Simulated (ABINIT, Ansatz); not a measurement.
# Tellurium (P3_121, 3 atoms a cell): one start, several treatments of the self-energy, part 2 of 2

How much does the gap of Tellurium (P3_121, 3 atoms a cell) depend on the approximation to the self-energy?

ABINIT 10.8.3; PBE and many-body steps on it, plane waves. Known limits of the many-body steps: not at the basis limit; model gap, bands may invert with spin-orbit coupling; exchange with frozen shells missing; screening runs away on this mesh; no spin-orbit coupling; coarse k mesh.

So far. Step 5 (G0W0, von der Linden-Horsch plasmon pole): Against G0W0 in ABINIT (3×3×2 mesh, 290 bands, screening to 176.9 eV, Godby-Needs plasmon pole), the gap moves by +0.008 eV. Step 6 (G0W0, Engel-Farid plasmon pole): Against G0W0 in ABINIT (3×3×2 mesh, 290 bands, screening to 176.9 eV, Godby-Needs plasmon pole), the gap moves by −0.019 eV.

The database entry behind the starting cell differs from later determinations by our own check (inner coordinate of an old entry), so it need not match the best structure at ambient conditions.

## Step 7: One-shot COHSEX

This step: one-shot COHSEX on PBE, plane waves, norm-conserving pseudopotentials.

run.abi

```
acell 3*1.0 Angstrom
rprim 
  4.454000000025 -0.000000000006 0.000000000000
  -2.227000000008 3.857277148481 0.000000000000
  0.000000000000 0.000000000000 5.924000000000
ntypat 1
znucl 52
natom 3
typat 1 1 1
xred 
  0.269000000000 0.000000000000 0.333333333333
  0.000000000000 0.269000000000 0.666666666667
  0.731000000000 0.731000000000 -0.000000000000
pp_dirpath "pseudos"
pseudos "Te.upf"
ecut 34
ngkpt 3 3 2
nshiftk 1
shiftk 0 0 0
kptopt 1
chksymbreak 0
istwfk *1
occopt 1
irdwfk 1
optdriver 4
nband 290
gwcalctyp 7
ecutsigx 34
symsigma 1
nkptgw 2
kptgw 
  0.3333333333 0.3333333333 0.5000000000
  0.0000000000 0.0000000000 0.0000000000
bdgw 
  23 27
  22 26
ecuteps 6.5
irdscr 1
indata_prefix "in"
outdata_prefix "out"
tmpdata_prefix "tmp"
```

Command:

```bash
$ OMP_NUM_THREADS=1 mpirun -n 4 abinit run.abi > log
```

Numbers of over 12 decimals in the logs are rounded to 6 here.

The log of the run:

```text
.Version 10.8.3 of ABINIT. v10.8.2 released Aug 2026.

 Symmetries : space group P3_1 2 1 (#152); Bravais hP (primitive hexag.)
[... echo of the input left out ...]
== DATASET  1 ==================================================================
-   mpi_nproc: 4, omp_nthreads: 1 (-1 if OMP is not activated)

--- !DatasetInfo
iteration_state: {dtset: 1, }
dimensions: {natom: 3, nkpt: 6, mband: 290, nsppol: 1, nspinor: 1, nspden: 1, mpw: 6557, }
cutoff_energies: {ecut:  34.0, pawecutdg:  -1.0, }
[...]
Band     E0 <VxcDFT>   SigX SigC(E0)      Z dSigC/dE  Sig(E)    E-E0       E
[...]
25   5.696 -12.128  -9.580  -4.795   1.000   0.000 -14.375  -2.248   3.448
       26   5.696 -12.128  -9.580  -4.795   1.000   0.000 -14.375  -2.248   3.448

== END DATASET(S) ==============================================================
================================================================================

 -outvars: echo values of variables after computation  --------
           etotal      0.0000000000E+00
            nband         290
             nkpt           6
          spgroup         152
 [... the other variables as echoed above ...]

 Calculation completed.
```

Run time: 3.3 s. Hardware: 4 MPI ranks of Arm Neoverse V1, shared host; peak memory 0.91 GiB; 13 s of CPU time.

Numbers from this step:

```
quasiparticle gap on the points computed              : 0.6010 eV
starting gap on the mesh                              : 0.1739 eV
k of the valence top                                  : 0.3333, 0.3333, 0.5
k of the conduction bottom                            : 0.3333, 0.3333, 0.5
least direct quasiparticle gap on the computed points : 0.6010 eV
```

Against G0W0 in ABINIT (3×3×2 mesh, 290 bands, screening to 176.9 eV, Godby-Needs plasmon pole), the gap moves by +0.099 eV.

## Step 8: One-shot Hartree-Fock

This step: one-shot Hartree-Fock on PBE, plane waves, norm-conserving pseudopotentials.

Edit run.abi of step 7 so:

```diff
@@ -25,4 +25,4 @@
 optdriver 4
-nband 290
-gwcalctyp 7
+nband 28
+gwcalctyp 5
 ecutsigx 34
@@ -36,4 +36,4 @@
   22 26
-ecuteps 6.5
-irdscr 1
+ixc_sigma 40
+fftgw 31
 indata_prefix "in"
```

The log of the run:

```text
.Version 10.8.3 of ABINIT. v10.8.2 released Aug 2026.

 Symmetries : space group P3_1 2 1 (#152); Bravais hP (primitive hexag.)
[... echo of the input left out ...]
== DATASET  1 ==================================================================
-   mpi_nproc: 4, omp_nthreads: 1 (-1 if OMP is not activated)

--- !DatasetInfo
iteration_state: {dtset: 1, }
dimensions: {natom: 3, nkpt: 6, mband: 28, nsppol: 1, nspinor: 1, nspden: 1, mpw: 6557, }
cutoff_energies: {ecut:  34.0, pawecutdg:  -1.0, }
[...]
Band     E0 <VxcDFT>   SigX SigC(E0)      Z dSigC/dE  Sig(E)    E-E0       E
[...]
25   5.696 -12.128  -9.580   0.000   1.000   0.000  -9.580   2.547   8.243
       26   5.696 -12.128  -9.580   0.000   1.000   0.000  -9.580   2.547   8.243

== END DATASET(S) ==============================================================
================================================================================

 -outvars: echo values of variables after computation  --------
           etotal      0.0000000000E+00
            nband          28
             nkpt           6
          spgroup         152
 [... the other variables as echoed above ...]

 Calculation completed.
```

Elapsed: 2.7 s, on 4 MPI ranks; peak memory 0.18 GiB.

This step gave:

```yaml
quasiparticle_gap_on_the_points_computed: 4.810 eV
starting_gap_on_the_mesh: 0.1739 eV
k_of_the_valence_top: 0.3333, 0.3333, 0.5
k_of_the_conduction_bottom: 0.3333, 0.3333, 0.5
least_direct_quasiparticle_gap_on_the_computed_points: 4.810 eV
```

Against G0W0 in ABINIT (3×3×2 mesh, 290 bands, screening to 176.9 eV, Godby-Needs plasmon pole), the gap moves by +4.308 eV.

## Step 9: Side by side

Times are wall times on 4 MPI ranks of Arm Neoverse V1, shared host, good to a factor of about two. A run's time includes the screening step that it read.

| run | mesh | bands | screening cutoff (eV) | DFT gap (eV) | gap on the mesh (eV) | direct (eV) | ε∞ used | time |
| --- | --- | --- | --- | --- | --- | --- | --- | --- |
| G0W0, Godby-Needs plasmon pole | 3×3×2 | 290 | 176.9 | 0.174 | 0.502 | 0.502 | 1659.41 | 3.6 min |
| G0W0, von der Linden-Horsch plasmon pole | 3×3×2 | 290 | 176.9 | 0.174 | 0.510 | 0.510 | 1659.41 | 2.9 min |
| G0W0, Engel-Farid plasmon pole | 3×3×2 | 290 | 176.9 | 0.174 | 0.483 | 0.483 | 1659.41 | 2.9 min |
| one-shot COHSEX | 3×3×2 | 290 | 176.9 | 0.174 | 0.601 | 0.601 | 1659.41 | 2.5 min |
| one-shot Hartree-Fock | 3×3×2 | - | - | 0.174 | 4.810 | 4.810 | - | 2.7 s |

## Step 10: Results

```
G0W0, Godby-Needs plasmon pole           : 0.502 eV
G0W0, von der Linden-Horsch plasmon pole : 0.510 eV
G0W0, Engel-Farid plasmon pole           : 0.483 eV
one-shot COHSEX                          : 0.601 eV
one-shot Hartree-Fock                    : 4.810 eV
known limits                             : not at the basis limit; model gap, bands may invert with spin-orbit coupling; exchange with frozen shells missing; screening runs away on this mesh; no spin-orbit coupling; coarse k mesh
```

G0W0, von der Linden-Horsch plasmon pole: +0.008 eV against G0W0, Godby-Needs plasmon pole. G0W0, Engel-Farid plasmon pole: −0.019 eV against G0W0, Godby-Needs plasmon pole. One-shot COHSEX: +0.099 eV against G0W0, Godby-Needs plasmon pole. One-shot Hartree-Fock: +4.308 eV against G0W0, Godby-Needs plasmon pole. Bare exchange alone opens the gap to 4.81 eV; against G0W0, correlation takes back 4.31 eV. Static COHSEX lies above G0W0: it lacks the factor Z and overstates the Coulomb hole of the filled states. Bands and cutoff are finite, so the gap is not at the basis limit. The miss can reach some tenths of an eV and take either sign; the mesh is an error of its own. In the G0W0 runs levels were corrected at 2 k points alone, so a gap called «on the mesh» is the least over those, and an edge elsewhere would be missed. The 3×3×2 mesh is coarse for this cell, which bears on the long-range parts of exchange and screening. With atoms this heavy and so narrow a gap, spin-orbit coupling can invert the bands. These scalar-relativistic gaps are then model values, not to be set against experiment, and a spin-orbit change taken from DFT can't simply be added. The norm-conserving file of at least one element keeps a d shell over frozen s and p shells of the same row. Exchange with those shells is missing from the self-energy, an error of 0.3 to 0.9 eV in cases checked, whose sign depends on which edge lies on those atoms. For the PBE start: On this mesh the RPA ε∞ passes 90, more than nearly any semiconductor shows; a coarse mesh does this where one point with a narrow direct gap carries much weight. The screening is then too strong, and the G0W0 gap should not be taken as the material's.

[Paths, hosts, dates, memory and timing lines, banners, echoed tables and standing remarks are left out of the program output.]

[Logs are printed without paths, hosts, clocks, repeated set-up lines and the standing remarks that a program may print on its own settings, such as how far it seeks lower states.]

[Runs of the session that timed out or met a known fault of the program may be left out.]

[Hosts, paths, dates, database ids (printed as entryN), source tags and the programs' standing remarks are cut or masked in the printed files.]

[G0W0 gaps are taken among the corrected bands and points alone; a level outside them can change the order at an edge.]

[Where Ansatz stands beside ABINIT at settings called matched, ABINIT's density can come from a denser mesh and the files from another edition; pairs whose starting gaps differed by over 0.03 eV were left out, so agreement reads better than it is.]
